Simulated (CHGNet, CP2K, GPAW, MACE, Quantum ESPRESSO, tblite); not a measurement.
# Running twisted graphene monolayer on bilayer, 21.79° (42 atoms) with GPAW, part 2 of 2

How do the settings of GPAW change the result for twisted graphene monolayer on bilayer, 21.79° (42 atoms)? A plane-wave run serves as the yardstick.

Program: GPAW 26.7.0; the method stands at each step. Banners, paths, timers and routine set-up lines are dropped from the logs unmarked, and long logs keep their key lines alone; longer cuts are marked.

So far. Step 3 (PBE, LCAO szp(dzp), h 0.2 Å): Against the first run (7.0 %), the force difference from the reference is 15 %, at 0.78 times the CPU time, with 378 basis functions against 546: the smaller basis costs accuracy. Step 4 (PBE, LCAO dzp, h 0.2 Å, other mixer settings): Against the first run (7.0 %), the force difference from the reference is 7.0 %, at 1.3 times the CPU time: another solver or mixer reaches the same state.

## Step 5: PBE, LCAO dzp, h 0.22 Å

Method: Kohn-Sham DFT, PBE, PAW, atomic orbitals (dzp).

Input file run.py:

```python
import numpy as np
from ase.io import read
from gpaw import GPAW, FermiDirac

atoms = read("structure.xyz")
atoms.calc = GPAW(
    mode="lcao",
    basis="dzp",
    h=0.22,
    xc="PBE",
    kpts={"size": (1, 1, 1), "gamma": True},
    occupations=FermiDirac(0.05),
    maxiter=200,
    symmetry={"point_group": False},
    txt="gpaw.txt",
)
energy = atoms.get_potential_energy(force_consistent=True)
forces = atoms.get_forces()
print(f"energy {energy:.6f} eV")
print("forces (eV/A)")
for i, (a, f) in enumerate(zip(atoms, forces)):
    print(f"{i:4d} {a.symbol:2s} {f[0]:10.5f} {f[1]:10.5f} {f[2]:10.5f}")
print(f"Fermi level {atoms.calc.get_fermi_level():.4f} eV")
for k in range(len(atoms.calc.get_ibz_k_points())):
    for s in range(atoms.calc.get_number_of_spins()):
        e = atoms.calc.get_eigenvalues(kpt=k, spin=s)
        n = np.searchsorted(e, atoms.calc.get_fermi_level())
        print(f"k {k} spin {s} levels about the Fermi level:", np.round(e[max(n - 6, 0):n], 4).tolist(), "|", np.round(e[n:n + 6], 4).tolist())
```

Input file structure.xyz:

```xyz
42
Lattice="6.50850 0.00000 0.00000 -3.25425 5.63653 0.00000 0.00000 0.00000 20.69000" Properties=species:S:1:pos:R:3 pbc="T T T"
[... 42 atom lines left out: the same atoms as in the first run ...]
```

On the command line:

```sh
OMP_NUM_THREADS=1 python run.py > output.txt
```

Output:

```text
energy -376.486553 eV
forces (eV/A)
   0 C     0.21069    0.72523    0.90370
   1 C     0.69010   -0.34815   -0.19094
   2 C    -2.52193   -5.72011   -0.35304
   3 C     0.54968   -1.17289    0.01239
   4 C    -2.15362   -0.80267   -0.23630
   5 C     2.24014    6.21814    0.41700
   6 C    -0.07763   -1.60210   -0.53741
   7 C    -1.81617    0.65443    0.20215
   8 C    -0.36104   -0.31437    0.04294
   9 C    -0.19511    0.25087    0.13500
  10 C     2.51191   -1.68180   -0.39918
  11 C    -1.66397   -0.44820   -0.41866
[...]
37 C    -1.94226   -0.00777   -0.13647
  38 C    -1.02664   -2.28140    0.71208
  39 C     1.96304    2.47502   -0.57387
  40 C    -2.12886    0.29432    0.41882
  41 C     1.21207   -3.92781    0.73620
Fermi level -0.3455 eV
k 0 spin 0 levels about the Fermi level: [-2.364, -2.3376, -2.2385, -2.0377, -2.0166, -1.9927] | [4.3855, 4.4733, 4.5757, 4.5783, 4.6368, 4.6917]
```

gpaw.txt:

```text
Input parameters:
  mode=LCAO(),
  basis={'default': 'dzp'},
  h=0.22,
  kpts=MonkhorstPack(size=(1, 1, 1), gamma=True),
  maxiter=200,
  occupations=Occupations(name='fermi-dirac', width=0.05, fixmagmom=False),
  symmetry=Symmetry(point_group=False),
  xc=XC(name='PBE')
[... lines left out ...]
  Fermi-Dirac:
[... lines left out ...]
convergence criteria:
- Maximum [total energy] change in last 3 cyles: 0.0005 eV / valence electron
[... lines left out ...]
Converged in 8 steps
[... lines left out ...]
  Free energy:    -376.486553
[... lines left out ...]
Fermi level: -0.345
[... lines left out ...]
|          0 |       -18.946 |     2.000 |
|        ... |               |           |
|         76 |        -2.441 |     2.000 |
|         77 |        -2.409 |     2.000 |
[...]
|         91 |         4.833 |     0.000 |
|        ... |               |           |
|        104 |         8.760 |     0.000 |
Gap: 6.378 eV
Transition (v -> c):
  (s=0, k=0, n=83, [0.00, 0.00, 0.00]) -> (s=0, k=0, n=84, [0.00, 0.00, 0.00])
No difference between direct/indirect transitions
Force computation time: 3.934  # s
timing:  # [seconds]
  Total:  21.759  # ━━━━━━━━━━━━━━━━━━━━━━━━━━━━━━━━━━━━━━━━━━━━━━━━━━━━━━━━━
  Init:    2.951  # ━━━━━━━╸
  SCF:    14.830  # ━━━━━━━━━━━━━━━━━━━━━━━━━━━━━━━━━━━━━━━
  Forces:  3.934  # ━━━━━━━━━━╸
```

It took 23 s on 1 thread of Intel Xeon Platinum 8488C (Sapphire Rapids), shared host; peak memory 0.36 GiB.

Against the reference:

```yaml
r_m_s_force_component: 1.616 eV/Å
r_m_s_difference_of_force_components: 127.5 meV/Å
longest_difference_of_force_vectors: 489.8 meV/Å
force_difference_over_r_m_s_force: 8.37 %
slope_of_forces_against_the_reference_s: 1.059
correlation_of_force_components: 0.9984
energy_less_the_same_level_run_s: 142 meV/atom
r_m_s_force_difference_from_the_same_level_run: 61.98 meV/Å
```

This is a coarse setting, run to see what it loses.

Against the first run (7.0 %), the force difference from the reference is 8.4 %, at 0.78 times the CPU time: the grid matters here.

## Step 6: The ladder

Differences are against the plane-wave reference, forces as r.m.s. over components; share is that over the reference's r.m.s. force, slope the least-squares factor from reference forces to these. Total energies of different programs have different zeros and aren't compared.

| run | Δ force, r.m.s. (meV/Å) | share (%) | slope | cores | CPU time | memory (GiB) |
| --- | --- | --- | --- | --- | --- | --- |
| reference | - | - | - | 4 | 2.7 min | 1.1 |
| GPAW PBE, LCAO dzp, h 0.2 Å | 107 | 7.02 | 1.057 | 1 | 30 s | 0.46 |
| GPAW PBE, LCAO szp(dzp), h 0.2 Å (coarse) | 226 | 14.8 | 1.052 | 1 | 23 s | 0.45 |
| GPAW PBE, LCAO dzp, h 0.2 Å, other mixer settings | 106 | 6.98 | 1.056 | 1 | 37 s | 0.43 |
| GPAW PBE, LCAO dzp, h 0.22 Å (coarse) | 128 | 8.37 | 1.059 | 1 | 23 s | 0.36 |

Rows marked coarse were listed beforehand as settings not expected to be converged; some can still land near the reference.

CPU time is summed over cores on a shared host, where runs went side by side, so it is rough. Symmetry, cutoffs, thresholds, outputs and thread counts weren't matched or tuned between programs; memory under MPI is the largest rank's times the ranks.

Within one program, basis, potentials and functional, energies share a zero. Each run against its twin at the usual cutoff or grid and solver:

```
                                              run               twin  Δ energy (meV/atom)  Δ force, r.m.s. (meV/Å)  CPU time over the twin's
GPAW PBE, LCAO dzp, h 0.2 Å, other mixer settings  LCAO dzp, h 0.2 Å                    0                    0.895                       1.3
                     GPAW PBE, LCAO dzp, h 0.22 Å  LCAO dzp, h 0.2 Å                  142                     62.0                      0.78
```

## Step 7: Outcome

- nearest in forces: a tie at 7.0 % of 2 runs: GPAW PBE, LCAO dzp, h 0.2 Å; GPAW PBE, LCAO dzp, h 0.2 Å, other mixer settings

The PBE runs in local orbitals, coarse settings apart, differ by 7.0 % in each run; basis, grid and potentials can all enter. Runs with settings chosen to be coarse differ by 8.4 % (GPAW PBE, LCAO dzp, h 0.22 Å) to 15 % (GPAW PBE, LCAO szp(dzp), h 0.2 Å), their programs' other errors included. Of the electronic-structure runs that take under half the reference's CPU time, GPAW PBE, LCAO dzp, h 0.2 Å, other mixer settings is among the nearest, at 7.0 % in 37 s against 2.7 min. The cell is under 6 Å thick along two periodic directions, so every atom has periodic images of itself close by, which move with it and show among its neighbours and in g(r). The reference's PBE has no dispersion term, which matters for the binding between molecules or layers. One k-point is far too coarse for the carbon or group-IV sheet, and it can put spurious forces of up to about 1 eV/Å on the sheet's atoms. The electronic-structure runs sample only Γ, in a cell whose shortest periodic width is 6 Å.

[Also dropped from logs without a mark: logging warnings of Python, and SIESTA's first energy breakdown and zero terms.]

[Logs are printed without paths, hosts, clocks, repeated set-up lines and the standing remarks that a program may print on its own settings, such as how far it seeks lower states.]

[Hosts, paths, dates, database ids (printed as entryN), source tags and the programs' standing remarks are cut or masked in the printed files.]
